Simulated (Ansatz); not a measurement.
# K on Cr(110): change of the work function, part 2 of 4

How does one ordered layer of K (top site) change the work function of Cr(110), and what dipole does each adsorbate carry?

Ansatz 0.2.0; plane-wave DFT, PBEsol, Ansatz PAW.

So far, work function, upper face (eV): step 2 (the clean slab) 4.84.

**3. The covered slab**

System of this step: KCr16 (K/Cr(110)). The cell holds 17 atoms: 16 Cr and 1 K. Its edges and angles: a = 4.988 Å, b = 4.988 Å, c = 27.439 Å, α = 90.0°, β = 90.0°, γ = 70.5°. Vacuum lies along c.

The clean slab as it ended is repeated in the plane and the adsorbate is set on one face; the cell's size fixes the coverage, and the k-mesh shrinks with it to keep the sampling density about even. Adsorbate and upper layers relax, since the dipole depends on the height.

File input.yaml:

```yaml
crystal:
  lattice:
    - [4.0729350596, -2.88, 0.0]
    - [4.0729350596, 2.88, 0.0]
    - [0.0, 0.0, 27.4389010381]
  atoms:
    - { symbol: Cr, position: [0.0, 0.0, 0.3280014745] }
    - { symbol: Cr, position: [0.25, 0.25, 0.4022197359] }
    - { symbol: Cr, position: [0.0, 0.0, 0.4737275123] }
    - { symbol: Cr, position: [0.25, 0.25, 0.5411259371] }
    - { symbol: Cr, position: [0.0, 0.5, 0.3280014745] }
    - { symbol: Cr, position: [0.25, 0.75, 0.4022197359] }
    - { symbol: Cr, position: [0.0, 0.5, 0.4737275123] }
    - { symbol: Cr, position: [0.25, 0.75, 0.5411259371] }
    - { symbol: Cr, position: [0.5, 0.0, 0.3280014745] }
    - { symbol: Cr, position: [0.75, 0.25, 0.4022197359] }
    - { symbol: Cr, position: [0.5, 0.0, 0.4737275123] }
    - { symbol: Cr, position: [0.75, 0.25, 0.5411259371] }
    - { symbol: Cr, position: [0.5, 0.5, 0.3280014745] }
    - { symbol: Cr, position: [0.75, 0.75, 0.4022197359] }
    - { symbol: Cr, position: [0.5, 0.5, 0.4737275123] }
    - { symbol: Cr, position: [0.75, 0.75, 0.5411259371] }
    - { symbol: K, position: [0.25, 0.25, 0.6719985255] }
kpoints:
  mp_grid: { grid: [7, 7, 1] }
hamiltonian:
  xc: pbesol
scf:
  occupations: { method: fermi_dirac, width: 0.1 }
  convergence: { dr2_threshold: 1.0e-08 }
efield:
  axis: 3
  dipole_correction: true
  ramp_position: 0.97
  ramp_width: 0.06
relax:
  f_tol: 0.02
  max_steps: 60
  constraints: [{ sites: [0, 1, 4, 5, 8, 9, 12, 13] }]
output:
  bader: true
  dos: { projected: true, e_range: [-8, 4] }
  write_potential: true
  write_density: true
  volumetric_format: npy
  elf: true
```

Command:

```bash
$ ansatz run input.yaml --threads 4 --pin off --max-ram 6144MiB --backend cpu --events-out ev --progress --plain --runs-dir out
```

Output:

```text
[...]
Crystal: 17 atoms, lattice volume = 643.720 Å³
Basis set: ecut = 420 eV, 12603 PW (Γ), exchange–correlation on 72×72×384 points (8 copies of the dense FFT grid, shifted against one another)
Bands: 140, of which v1, the nominal top of the filled ones, is band 117 counted from 1 (116 counted from 0)
Symmetry: 4 space group operations
[...]
k-points: 16 of 49
[...]
SCF iter   1: F=—  HF=-55093.338498 eV  |F-HF|=—  |Δ(HF+E_count)|=         —  Δρ=1.30e-2  dr2=1.36e1  ethr=1.77e-3  p=0.398 e·Å  D=1.12e-1 V/Å  ΔV_dip=-3.07 eV  dr2_dipole=8.05e0  V_vac-E_F(+/−)=1.48/4.56 eV  ⟨swp⟩=8.2  Hψ=9627  notcnv=0
[...]
SCF iter  13: F=-55093.033510 eV  HF=-55093.033510 eV  |F-HF|=1.78e-9  |Δ(HF+E_count)|=   3.84e-9  Δρ=6.43e-7  dr2=4.98e-9  ethr=4.29e-12  p=0.355 e·Å  D=9.97e-2 V/Å  ΔV_dip=-2.73 eV  dr2_dipole=7.07e-10  V_vac-E_F(+/−)=2.29/5.02 eV  ⟨swp⟩=9.8  Hψ=17584  notcnv=0
SCF 1 converged in 13 iterations: F = -55093.033510 eV  dr2 = 4.98e-9
[...]
relax step   1: F+E_penalty+E_count = -55093.03350969 eV  Δ(F+E_penalty+E_count) = +0.000e0 eV  max|allowed force component| = 5.570e-1 eV/Å  Δτ_max = 0.0000 Å  (13 SCF iters, accepted)
[...]
SCF iter  10: F=-55093.091618 eV  HF=-55093.091618 eV  |F-HF|=6.99e-9  |Δ(HF+E_count)|=   5.95e-9  Δρ=9.81e-7  dr2=7.87e-9  ethr=4.29e-12  p=0.361 e·Å  D=1.01e-1 V/Å  ΔV_dip=-2.78 eV  dr2_dipole=6.52e-14  V_vac-E_F(+/−)=2.23/5.02 eV  ⟨swp⟩=11.5  Hψ=16356  notcnv=0
SCF 2 converged in 10 iterations: F = -55093.091618 eV  dr2 = 7.87e-9
relax step   2: F+E_penalty+E_count = -55093.09161824 eV  Δ(F+E_penalty+E_count) = -5.811e-2 eV  max|allowed force component| = 5.362e-1 eV/Å  Δτ_max = 0.0892 Å  (10 SCF iters, accepted)
SCF iter   1: F=—  HF=-55093.219971 eV  |F-HF|=—  |Δ(HF+E_count)|=         —  Δρ=5.08e-3  dr2=5.45e-1  ethr=1.42e-3  p=0.361 e·Å  D=1.01e-1 V/Å  ΔV_dip=-2.78 eV  dr2_dipole=1.26e-2  V_vac-E_F(+/−)=2.24/5.02 eV  ⟨swp⟩=3.9  Hψ=4468  notcnv=0
[...]
SCF iter  13: F=-55093.197604 eV  HF=-55093.197604 eV  |F-HF|=2.79e-9  |Δ(HF+E_count)|=  7.86e-10  Δρ=5.36e-7  dr2=2.92e-9  ethr=4.29e-12  p=0.378 e·Å  D=1.06e-1 V/Å  ΔV_dip=-2.92 eV  dr2_dipole=1.43e-11  V_vac-E_F(+/−)=2.09/5.01 eV  ⟨swp⟩=8.2  Hψ=13749  notcnv=0
SCF 3 converged in 13 iterations: F = -55093.197604 eV  dr2 = 2.92e-9
[...]
relax step   3: F+E_penalty+E_count = -55093.19760415 eV  Δ(F+E_penalty+E_count) = -1.060e-1 eV  max|allowed force component| = 4.065e-1 eV/Å  Δτ_max = 0.1955 Å  (13 SCF iters, accepted)
[...]
relax step   4: F+E_penalty+E_count = -55093.26192312 eV  Δ(F+E_penalty+E_count) = -6.432e-2 eV  max|allowed force component| = 1.917e-1 eV/Å  Δτ_max = 0.1993 Å  (11 SCF iters, accepted)
[...]
relax step   5: F+E_penalty+E_count = -55093.27337975 eV  Δ(F+E_penalty+E_count) = -1.146e-2 eV  max|allowed force component| = 1.066e-1 eV/Å  Δτ_max = 0.1881 Å  (12 SCF iters, accepted)
SCF iter   1: F=—  HF=-55093.277220 eV  |F-HF|=—  |Δ(HF+E_count)|=         —  Δρ=1.41e-3  dr2=6.26e-2  ethr=9.81e-5  p=0.415 e·Å  D=1.17e-1 V/Å  ΔV_dip=-3.20 eV  dr2_dipole=9.82e-3  V_vac-E_F(+/−)=1.80/5.00 eV  ⟨swp⟩=2.7  Hψ=3970  notcnv=0
[...]
SCF iter  11: F=-55093.276271 eV  HF=-55093.276271 eV  |F-HF|=3.19e-9  |Δ(HF+E_count)|=   1.59e-9  Δρ=6.19e-7  dr2=3.48e-9  ethr=4.29e-12  p=0.408 e·Å  D=1.15e-1 V/Å  ΔV_dip=-3.15 eV  dr2_dipole=2.53e-11  V_vac-E_F(+/−)=1.85/5.00 eV  ⟨swp⟩=10.9  Hψ=15255  notcnv=0
SCF 6 converged in 11 iterations: F = -55093.276271 eV  dr2 = 3.48e-9
relax step   6: F+E_penalty+E_count = -55093.27627054 eV  Δ(F+E_penalty+E_count) = -2.891e-3 eV  max|allowed force component| = 1.306e-2 eV/Å  Δτ_max = 0.0596 Å  (11 SCF iters, accepted)
NSCF: frozen V_eff on 16 k-points
[...]
WARN: The output density's exchange-correlation potential varies sharply where the density is thin. Do not read a vacuum level from v_tot or v_xc, or from such a field of the output density. On a cell that repeats whose density bears no net charge and no dipole along the vacuum's axis use v_es (v_loc + v_h of the components); under efield.dipole_correction with no amplitude use v_es + v_field, which holds any externa [...]
SCF converged after 11 iterations
Free energy (F): -55093.276271 eV
[...]
Internal energy: -55092.646943 eV  (E = F + TS)
E sigma→0 (E₀):  -55092.961607 eV
Entropy (-TS):   -0.629327 eV (-37.019 meV/atom)
Fermi energy:    3.727793 eV
Dipole field:    D = 0.114825 V/Å  (p = 0.408481 e·Å, saw-weighted, corrected)
Work function:   Φ+ = 1.8517 eV   Φ− = 5.0024 eV
[...]
--- Forces (eV/Å), atoms counted from 1 ---
  atom   1  Cr     0.00350370     0.00000000     0.94792730
  atom   2  Cr     0.00000000     0.00000000    -0.95189362
  atom   3  Cr    -0.00704542     0.00000000     0.00510952
  atom   4  Cr     0.00000000     0.00000000    -0.00027821
  atom   5  Cr     0.00000000     0.00793097     0.95418910
  atom   6  Cr    -0.00000000     0.00000000    -0.93403544
  atom   7  Cr     0.00000000    -0.00844739     0.00934338
  atom   8  Cr     0.00000000     0.00000000     0.00089709
  atom   9  Cr     0.00000000    -0.00793097     0.95418910
  atom  10  Cr    -0.00000000     0.00000000    -0.93403544
  atom  11  Cr     0.00000000     0.00844739     0.00934338
  atom  12  Cr     0.00000000     0.00000000     0.00089709
  atom  13  Cr    -0.00350370     0.00000000     0.94792730
  atom  14  Cr     0.00000000     0.00000000    -1.00123715
  atom  15  Cr     0.00704542     0.00000000     0.00510952
  atom  16  Cr     0.00000000     0.00000000    -0.00040772
  atom  17  K      0.00000000     0.00000000    -0.01305720
  max |Σ_I F_I| component: 1.20e-5 eV/Å
--- Band table (eV; the first three rows and the last of 16) ---
  k-point 0: bands = [... 113 lower, 4.2186, 4.2222, 4.2693, 4.3398, 4.3590, 4.3827, 4.5139, 4.5402, ... 19 higher]
  k-point 1: bands = [... 113 lower, 3.9628, 4.0312, 4.0954, 4.1227, 4.1701, 4.2612, 4.4574, 4.4852, ... 19 higher]
  k-point 2: bands = [... 113 lower, 3.4441, 3.5323, 3.6124, 3.7983, 4.1217, 4.2093, 4.2532, 4.2881, ... 19 higher]
  k-point 15: bands = [... 113 lower, 3.1536, 3.2327, 3.3195, 3.3300, 3.3528, 3.3973, 3.3976, 3.5938, ... 19 higher]
--- Relaxed structure (6 steps of the walk, 6 accepted, 0 SCFs on fresh bases) ---
  F+E_penalty+E_count = -55093.27627054 eV   max|allowed force component| = 1.306e-2 eV/Å
  atoms:
    - { symbol: Cr, position: [0.0, 0.0, 0.328001] }
    - { symbol: Cr, position: [0.250000, 0.250000, 0.402220] }
    - { symbol: Cr, position: [-0.00143296, -0.00143296, 0.473781] }
    - { symbol: Cr, position: [0.250000, 0.250000, 0.539773] }
    - { symbol: Cr, position: [0.0, 0.500000, 0.328001] }
    - { symbol: Cr, position: [0.250000, 0.75, 0.402220] }
    - { symbol: Cr, position: [-0.000817491, 0.500817, 0.473674] }
    - { symbol: Cr, position: [0.250000, 0.75, 0.542497] }
    - { symbol: Cr, position: [0.500000, 0.0, 0.328001] }
    - { symbol: Cr, position: [0.75, 0.250000, 0.402220] }
    - { symbol: Cr, position: [0.500817, -0.000817491, 0.473674] }
    - { symbol: Cr, position: [0.75, 0.250000, 0.542497] }
    - { symbol: Cr, position: [0.500000, 0.500000, 0.328001] }
    - { symbol: Cr, position: [0.75, 0.75, 0.402220] }
    - { symbol: Cr, position: [0.501433, 0.501433, 0.473781] }
    - { symbol: Cr, position: [0.75, 0.75, 0.543159] }
    - { symbol: K, position: [0.250000, 0.250000, 0.649679] }
--- Bader charges: 17 sites ---
  site symbol  charge [e]  shift [e]
     0     Cr     -0.0299     0.0000
     1     Cr      0.0239     0.0001
     2     Cr      0.0352     0.0002
     3     Cr     -0.1911     0.0001
     4     Cr     -0.0291     0.0000
     5     Cr      0.0258     0.0001
     6     Cr      0.0305     0.0002
     7     Cr     -0.1766     0.0001
     8     Cr     -0.0291     0.0000
     9     Cr      0.0258     0.0001
    10     Cr      0.0305     0.0002
    11     Cr     -0.1767     0.0001
    12     Cr     -0.0299     0.0000
    13     Cr      0.0299     0.0001
    14     Cr      0.0352     0.0002
    15     Cr     -0.1603     0.0001
    16      K      0.5860     0.0000
  estimated error of the sums over rays = 6.8e-4 e
```

Elapsed: 8.4 min, on 4 threads of Arm Neoverse V1, shared host; peak memory 2.8 GiB; 32 min of CPU time.

Step by step:

| step | energy less that of the first step (eV) | largest force component (eV/Å) |
| --- | --- | --- |
| 1 | 0.0000 | 0.5570 |
| 2 | -0.0581 | 0.5362 |
| 3 | -0.1641 | 0.4065 |
| 4 | -0.2284 | 0.1917 |
| 5 | -0.2399 | 0.1066 |
| 6 | -0.2428 | 0.0131 |

Forces are held to the 4 operations that the program found; a distortion that breaks them can't arise in this run.

The atoms that moved most (Å):

| atom | dx | dy | dz | length |
| --- | --- | --- | --- | --- |
| K17 | 0.000 | 0.000 | -0.612 | 0.612 |
| Cr16 | 0.000 | 0.000 | 0.056 | 0.056 |
| Cr12 | 0.000 | 0.000 | 0.038 | 0.038 |
| Cr8 | 0.000 | 0.000 | 0.038 | 0.038 |
| Cr4 | 0.000 | 0.000 | -0.037 | 0.037 |
| Cr3 | -0.012 | 0.000 | 0.001 | 0.012 |
| Cr15 | 0.012 | 0.000 | 0.001 | 0.012 |

This step gave:

* energy at zero smearing: -55092.9616 eV
* work function, upper face: 1.852 eV
* work function, lower face: 5.002 eV
* dipole along the normal: 0.4085 e·Å
* step between the vacuum levels: -3.151 eV

Running mean over 2.036 Å of the planar mean; the ramp of the sawtooth is left out. The electron's electrostatic potential energy less the Fermi level by z:

| z (Å) | electron's electrostatic potential energy less the Fermi level (eV) |
| --- | --- |
| 3.5 | 5.00 |
| 4.0 | 5.00 |
| 4.5 | 5.00 |
| 5.0 | 4.99 |
| 5.5 | 4.97 |
| 6.0 | 4.91 |
| 6.5 | 4.68 |
| 7.0 | 3.96 |
| 7.5 | 1.47 |
| 8.0 | -3.23 |
| 8.5 | -7.67 |
| 9.0 | -9.47 |
| 9.5 | -9.65 |
| 10.0 | -9.71 |
| 10.5 | -9.80 |
| 11.0 | -9.92 |
| 11.5 | -10.3 |
| 12.0 | -10.6 |
| 12.5 | -10.4 |
| 13.0 | -10.2 |
| 13.5 | -11.0 |
| 14.0 | -11.2 |
| 14.5 | -10.6 |
| 15.0 | -9.44 |
| 15.5 | -6.88 |
| 16.0 | -2.58 |
| 16.5 | 0.417 |
| 17.0 | 0.351 |
| 17.5 | -0.729 |
| 18.0 | -1.30 |
| 18.5 | -1.02 |
| 19.0 | 0.00642 |
| 19.5 | 0.954 |
| 20.0 | 1.39 |
| 20.5 | 1.59 |
| 21.0 | 1.71 |
| 21.5 | 1.77 |
| 22.0 | 1.81 |
| 22.5 | 1.83 |
| 23.0 | 1.84 |
| 23.5 | 1.85 |
| 24.0 | 1.85 |

The density of states has structure finer than the step of the table below, so its rows give means over 0.25 eV. Peaks (eV: height): -2.230: 46.9, -1.920: 38.3, -1.860: 42.2, -1.650: 38.9, -1.320: 36.7, 0.870: 41.0, 1.020: 44.3.

The density of states by energy, zero at the Fermi level; means over each step:

energy (eV), density of states (states/eV a cell) and a bar:
```
    -7.75        0.0 
    -7.50        0.1 
    -7.25        0.9 #
    -7.00        0.9 #
    -6.75        0.9 #
    -6.50        1.0 #
    -6.25        1.1 #
    -6.00        1.6 #
    -5.75        2.0 ##
    -5.50        2.0 ##
    -5.25        3.0 ###
    -5.00        2.4 ##
    -4.75        2.9 ###
    -4.50        5.8 #####
    -4.25       10.1 #########
    -4.00       15.0 #############
    -3.75       15.0 #############
    -3.50       18.0 ################
    -3.25       19.2 #################
    -3.00       18.4 ################
    -2.75       15.8 ##############
    -2.50       16.7 ##############
    -2.25       30.6 ##########################
    -2.00       26.7 #######################
    -1.75       30.2 ##########################
    -1.50       28.1 ########################
    -1.25       28.2 ########################
    -1.00       26.3 #######################
    -0.75       22.1 ###################
    -0.50       15.1 #############
    -0.25       16.0 ##############
     0.00       18.7 ################
     0.25       22.6 ###################
     0.50       30.4 ##########################
     0.75       34.8 ##############################
```

Projected DOS per atom over height of the atomic layer and energy from the Fermi level. Layers: Cr4 Cr4 Cr4 Cr4 K from below.

Ten even steps from '0' (0.00 states/eV) to '9' (2.59 states/eV), each cell a mean:
```
99982
76562
53251
52141
73350
85480
76571
67660
36740
34430
35440
14520
14520
01110
00000
00000
00000
00000
00000
00000
00000
00000
```
Columns: height of the atomic layer (Å) from 9 to 17.8 (not evenly spaced); rows upwards: energy from the Fermi level (eV) from -7.96 to 1.04.

Electrostatic potential energy in the ca plane at fractional y = 0.250, with atoms of Cr and K within 0.2 Å of it. With pseudopotentials it is smooth inside the atoms' cores, unlike the true potential.

Values in eV, 7 rows by 16 columns, each cell a mean:
```
  2   3 -14  -6   2   2 -15  -2   6   5   5   6   6   6   7   7
  4   0 -35 -21   3  -3 -36 -16   6   6   6   6   6   6   7   7
  2   2 -21 -10   2   1 -23  -6   7   6   5   6   6   6   7   7
  1   3  -2   1   1   3  -2   4   5  -1   2   5   6   6   7   7
  3   1 -29 -16   3  -3 -31  -9  -1 -31 -10   4   6   6   7   7
  4   1 -32 -19   3  -4 -35 -11  -3 -35 -13   4   6   6   7   7
  1   3  -6  -1   1   2  -7   3   4  -6   1   5   6   6   7   7
```
Columns run along c (16.0 Å, from fractional 0.30 to 0.89 of the cell; values clipped at the 3rd and 97th percentile), rows up along a (5.0 Å). Atoms in or near the plane, at fractional coordinates: Cr at (0.40, 0.25), Cr at (0.54, 0.25), Cr at (0.40, 0.75), Cr at (0.54, 0.75), K at (0.65, 0.25).

Valence density in the ca plane at fractional y = 0.250, with atoms of Cr and K within 0.2 Å of it. It is the smooth field of the valence electrons, not physical close to the nuclei.

Values in e/Å³, 7 rows by 16 columns, each cell a mean:
```
 0  0  2  1  0  0  2  0  0  0  0  0  0  0  0  0
 0  0 10  4  0  1 12  2  0  0  0  0  0  0  0  0
 0  0  3  1  0  0  3  1  0  0  0  0  0  0  0  0
 0  0  0  0  0  0  0  0  0  0  0  0  0  0  0  0
 0  0  6  2  0  1  7  1  0  3  1  0  0  0  0  0
 0  0  8  3  0  1 10  1  0  3  1  0  0  0  0  0
 0  0  1  0  0  0  1  0  0  1  0  0  0  0  0  0
```
Columns run along c (16.0 Å, from fractional 0.30 to 0.89 of the cell), rows up along a (5.0 Å). Atoms in or near the plane, at fractional coordinates: Cr at (0.40, 0.25), Cr at (0.54, 0.25), Cr at (0.40, 0.75), Cr at (0.54, 0.75), K at (0.65, 0.25).

ELF in the ca plane at fractional y = 0.250, with atoms of Cr and K within 0.2 Å of it. It is the smooth field of the valence electrons, not physical close to the nuclei.

Ten even steps from '0' (0.00) to '9' (0.92), each cell a mean:
```
33234322224422343222233100000000111110000000
43333146522433432564112210000001121110000000
44443279942444424898301121100112221110000000
44443279842444424898301121100112221110000000
43333146522433432564112210000001121110000000
43334322224432343222233100000000111110000000
33234422234422343223442013542000011110000000
43334224323422332332221158987300001110000000
43343268732433424885110389898610001110000000
54443389952444425997200498689620001110000000
43343268732433424885110389898610001110000000
43334223323433332332121158987300001110000000
43234432245422343223442013542000011110000000
```
Columns run along c (16.0 Å, from fractional 0.30 to 0.89 of the cell), rows up along a (5.0 Å). Atoms in or near the plane, at fractional coordinates: Cr at (0.40, 0.25), Cr at (0.54, 0.25), Cr at (0.40, 0.75), Cr at (0.54, 0.75), K at (0.65, 0.25).

The relaxation took 6 steps and lowered the energy by 0.24 eV; the largest force on the free atoms ends at 0.013 eV/Å.

By hand: a sheet of dipoles makes a step −p/(ε₀A) in the electron's potential. With e/ε₀ = 180.95 V·Å, p = 0.4085 e·Å and A = 23.46 Å², that is −180.95 × (0.4085) / 23.46 = -3.151 eV, and the two vacuum levels of the run differ by -3.151 eV.

The covered face has 1.85 eV, -2.99 eV against the clean one; the bare back face has moved by -0.03 eV, a measure of how thin the slab is.

**4. Work function against coverage**

This step: plane-wave DFT, PBEsol, Ansatz PAW; work function against coverage (Ansatz 0.2.0).

The runs are now put side by side.

This step gave:

```
work function of the clean face     : 4.844 eV
largest change of the work function : -2.992 eV
```

The work function of the covered face by coverage:

| coverage (adsorbates/nm²) | work function of the covered face (eV) |
| --- | --- |
| 0.00 | 4.84 |
| 4.26 | 1.85 |

The dipole per adsorbate comes from the change of the cell's dipole. Coverage, by row:

| coverage (1/nm²) | coverage (ML) | work function (eV) | change (eV) | dipole per adsorbate, positive end outwards (debye) | mean height of the added atoms over the highest substrate atom (Å) |
| --- | --- | --- | --- | --- | --- |
| 4.263 | 0.25 | 1.852 | -2.992 | 1.843 | 2.923 |

(Continued in part 3 of 4.)

[Long decimals in the printed logs are rounded to 6 places.]

[Logs are printed without paths, hosts, clocks, repeated set-up lines and the standing remarks that a program may print on its own settings, such as how far it seeks lower states.]

[Hosts, paths, dates, database ids (printed as entryN), source tags and the programs' standing remarks are cut or masked in the printed files.]

[Maps of the electrostatic potential energy from Ansatz leave out the sawtooth potential of an applied field or a dipole correction, so their vacuum need not be flat; planar profiles and work functions include it.]
